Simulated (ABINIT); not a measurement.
```
Quasiparticle gap of LiF (Griceite) in ABINIT
1.0
     0.00000    2.01400    2.01400
     2.01400    0.00000    2.01400
     2.01400    2.01400    0.00000
Li F
1 1
Direct
  0.00000 0.00000 0.00000
  0.50000 0.50000 0.50000
# method: RPA screening on PBE, plane waves, norm-conserving pseudopotentials (and 2 further levels or steps)
# program: ABINIT 10.8.3
# settings: cutoff 36 Ha, PseudoDojo scalar-relativistic 0.4.1 standard, norm-conserving, potential set dojo-sr-pbe-0.4.1-standard, ngkpt (6, 6, 6), nband 42, ecuteps 6 Ha, inclvkb 2, shiftk (0, 0, 0), symchi 1, awtr 1, frequency ppm, 6×6×6 k-mesh
# cost: 5 runs, 31 s in all on 4 MPI ranks of Arm Neoverse V2, shared host
# notes: The cell and positions come from the Crystallography Open Database and are kept as given unless a step says otherwise.
# PBE gap: 9.11 eV, indirect (only 1 meV under the direct gap)
# G0W0 gap on the mesh: 13.20 eV
# GW settings: 6×6×6 mesh, 42 bands, screening to 163.3 eV, Godby-Needs plasmon pole
# known limits: short of the basis limit
```

[Long decimals in the printed logs are rounded to 6 places.]

[Logs are printed without paths, hosts, clocks, repeated set-up lines and the standing remarks that a program may print on its own settings, such as how far it seeks lower states.]

[Paths, hosts, dates, memory and timing lines, banners, echoed tables and standing remarks are left out of the program output; an Ansatz launch command may be rebuilt from the run's recorded settings. Measured values are a selection of at most five: reports struck by readers or far from the other reports are left out. None is set beside runs whose start may be inverted or whose files or cutoffs have a known fault.]

[Runs of the session that timed out or met a known fault of the program may be left out.]

[Hosts, paths, dates, database ids (printed as entryN), source tags and the programs' standing remarks are cut or masked in the printed files.]

[G0W0 gaps are taken among the corrected bands and points alone; a level outside them can change the order at an edge.]

[Where Ansatz stands beside ABINIT at settings called matched, ABINIT's density can come from a denser mesh and the files from another edition; pairs whose starting gaps differed by over 0.03 eV were left out, so agreement reads better than it is.]
